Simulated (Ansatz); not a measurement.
# Direct or indirect: KF (Fm-3m)

```cif
data_structure
_symmetry_space_group_name_H-M 'Fm-3m'
_symmetry_Int_Tables_number 225
_cell_length_a 5.3437
_cell_length_b 5.3437
_cell_length_c 5.3437
_cell_angle_alpha 90.000
_cell_angle_beta 90.000
_cell_angle_gamma 90.000
_cell_volume 152.59
loop_
_atom_site_label
_atom_site_type_symbol
_atom_site_symmetry_multiplicity
_atom_site_Wyckoff_symbol
_atom_site_fract_x
_atom_site_fract_y
_atom_site_fract_z
_atom_site_occupancy
K1 K 4 a 0.00000 0.00000 0.00000 1
F1 F 4 b 0.50000 0.00000 0.00000 1
```

Method: Ansatz, PBE, independent particles, without spin-orbit coupling, line width 0.1 eV (Gaussian). The band structure gives a fundamental gap of 6.18 eV. The spectrum of vertical transitions near the edge:

```csv
E (eV),"Im ε, E ∥ xyz"
5.70,0.00
5.82,0.00
5.94,0.00
6.06,0.00
6.18,0.06
6.30,0.17
6.42,0.24
6.54,0.29
6.66,0.33
6.78,0.37
6.90,0.39
7.02,0.42
7.14,0.44
7.26,0.46
7.38,0.48
```

(1) Is the gap direct or indirect, and about where do vertical transitions set in?

Results:

(1) Direct: the band path has its least direct gap at the fundamental one, 6.18 eV, and the curves rise from there. Lines are broadened by 0.1 eV, which spreads the edge.

[Logs are printed without paths, hosts, clocks, repeated set-up lines and the standing remarks that a program may print on its own settings, such as how far it seeks lower states.]
